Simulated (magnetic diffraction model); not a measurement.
## Solving a magnetic structure from powder neutron data: CaYb

Space group Pm-3m (no. 221), a = 4.1880 Å.

```
site  atom    x    y    z
  1b    Yb  1/2  1/2  1/2
  1a    Ca    0    0    0
```

The compound is invented for this exercise: a known structure type with other elements, its cell scaled to their sizes and not relaxed.

Only Yb is taken to order (form factors of Yb3+); orders and moment sizes are assumed, and not adapted to the symmetry. Radiation: neutrons of λ = 1.909 Å, 8° to 100°; isotropic B of 0.41 Å² (Yb) and 0.67 Å² (Ca). The intensities are simulated: I ∝ L Σ (|F_N|² + |F_M⊥|²) for unpolarised neutrons, with F_M = 2.695 fm/μB × Σ f(s) S exp(2πi Q·r) exp(−B s²) at Q = H ± k (one set where k and −k are equivalent), only the part normal to Q counting and L = 1/(sin²θ cos θ). For collinear order S is the moment m, which repeats by lattice and centring translations R with the sign exp(−2πi k·R). Form factors are spin-only for 3d ions and dipole or tabulated for f ions, scattering lengths are Sears's of 1992, and absorption is left out. A label names one of the reflections at its angle. The strongest nuclear line in the range is 100, and lines under 0.2 are left out.

Above the ordering temperature:

```
2θ (°)    index      I
 26.35  (1 0 0)   20.2
 37.61  (1 1 0)  100.0
 46.50  (1 1 1)    9.4
 54.24  (2 0 0)   25.9
 61.28  (2 1 0)   17.8
 67.87  (2 1 1)   72.0
 80.28  (2 2 0)   28.5
 86.27  (3 0 0)   14.1
 92.23  (3 1 0)   49.0
 98.21  (3 1 1)   10.2
```

Below it (cell unchanged):

```
2θ (°)      I
 22.77   31.1
 26.35   20.2
 37.61  100.0
 44.41   22.0
 46.50    9.4
 54.24   25.9
 59.57   11.2
 61.28   17.8
 67.87   72.0
 72.62    9.4
 80.28   28.5
 84.78    9.9
 86.27   14.1
 92.23   49.0
 96.71    3.8
 98.21   10.2
```

**Question.** Find the propagation vector, then choose among these models:
A. collinear moments along [101], 3.4 μB on Yb
B. collinear moments along [111], 3.4 μB on Yb
C. collinear moments along [001], 3.4 μB on Yb

The new lines index as (1/2 1/2 1/2) at 22.77°, (3/2 1/2 1/2) at 44.41°, (3/2 3/2 1/2) at 59.57° and (5/2 1/2 1/2) at 72.62°, that is as H ± k with k = (1/2 1/2 1/2). Half indices mean that the moments reverse under translations with k·R a half-integer, and the magnetic cell has twice the primitive volume.

Magnetic intensity, observed (below minus above) and for each model:

| 2θ (°) | index | observed | A | B | C |
| --- | --- | --- | --- | --- | --- |
| 22.77 | (1/2 1/2 1/2) | 31.1 | 31.1 | 31.1 | 31.1 |
| 44.41 | (3/2 1/2 1/2) | 22.0 | 22.0 | 22.0 | 22.0 |
| 59.57 | (3/2 3/2 1/2) | 11.2 | 11.2 | 11.2 | 11.2 |
| 72.62 | (5/2 1/2 1/2) | 9.4 | 9.4 | 9.4 | 9.4 |
| 84.78 | (5/2 3/2 1/2) | 9.9 | 9.9 | 9.9 | 9.9 |
| 96.71 | (5/2 3/2 3/2) | 3.8 | 3.8 | 3.8 | 3.8 |

Models A, B and C match alike on every line, so these data can't choose among them (such ties are often domains of one structure): a powder sees only the angle between collinear moments and the unique axis of a uniaxial spin configuration, and no direction at all where the configuration is cubic.

The structure used: k = (1/2 1/2 1/2), collinear moments along [101], 3.4 μB on Yb.

[Logs are printed without paths, hosts, clocks, repeated set-up lines and the standing remarks that a program may print on its own settings, such as how far it seeks lower states.]
